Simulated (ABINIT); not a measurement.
Planning a run of ABINIT 10.8.3 on ZnSe (Stilleite). The input:

```
acell 3*1.0 Angstrom
rprim 
  -0.000000000000 2.833800000000 2.833800000000
  2.833800000000 -0.000000000000 2.833800000000
  2.833800000000 2.833800000000 0.000000000000
ntypat 2
znucl 30 34
natom 2
typat 1 2
xred 
  0.000000000000 0.000000000000 0.000000000000
  0.250000000000 0.250000000000 0.250000000000
pp_dirpath "pseudos"
pseudos "Zn.upf, Se.upf"
ecut 48
ngkpt 4 4 4
nshiftk 1
shiftk 0 0 0
kptopt 1
chksymbreak 0
istwfk *1
occopt 1
irdwfk 1
optdriver 4
nband 64
gwcalctyp 10
ecutsigx 48
symsigma 1
nkptgw 8
kptgw 
  0.0000000000 0.0000000000 0.0000000000
  0.2500000000 0.0000000000 0.0000000000
  0.5000000000 0.0000000000 0.0000000000
  0.2500000000 0.2500000000 0.0000000000
  0.5000000000 0.2500000000 0.0000000000
  -0.2500000000 0.2500000000 0.0000000000
  0.5000000000 0.5000000000 0.0000000000
  -0.2500000000 0.5000000000 0.2500000000
bdgw 
  15 32
  15 32
  15 32
  15 32
  15 32
  15 32
  15 32
  15 32
ecuteps 3.9
irdscr 1
ppmodel 1
irdqps 1
indata_prefix "in"
outdata_prefix "out"
tmpdata_prefix "tmp"
```

```sh
OMP_NUM_THREADS=1 mpirun -n 4 abinit run.abi > log
```

Question: How long will it take on 4 MPI ranks of Arm Neoverse V2, shared host, and how much memory?

It took 59 s; on shared hardware allow 29 s to 2 min. Peak host memory was 1.8 GiB.

[Paths, hosts, dates, memory and timing lines, banners, echoed tables and standing remarks are left out of the program output.]

[Logs are printed without paths, hosts, clocks, repeated set-up lines and the standing remarks that a program may print on its own settings, such as how far it seeks lower states.]

[Runs of the session that timed out or met a known fault of the program may be left out.]

[Hosts, paths, dates, database ids (printed as entryN), source tags and the programs' standing remarks are cut or masked in the printed files.]

[G0W0 gaps are taken among the corrected bands and points alone; a level outside them can change the order at an edge.]

[Where Ansatz stands beside ABINIT at settings called matched, ABINIT's density can come from a denser mesh and the files from another edition; pairs whose starting gaps differed by over 0.03 eV were left out, so agreement reads better than it is.]
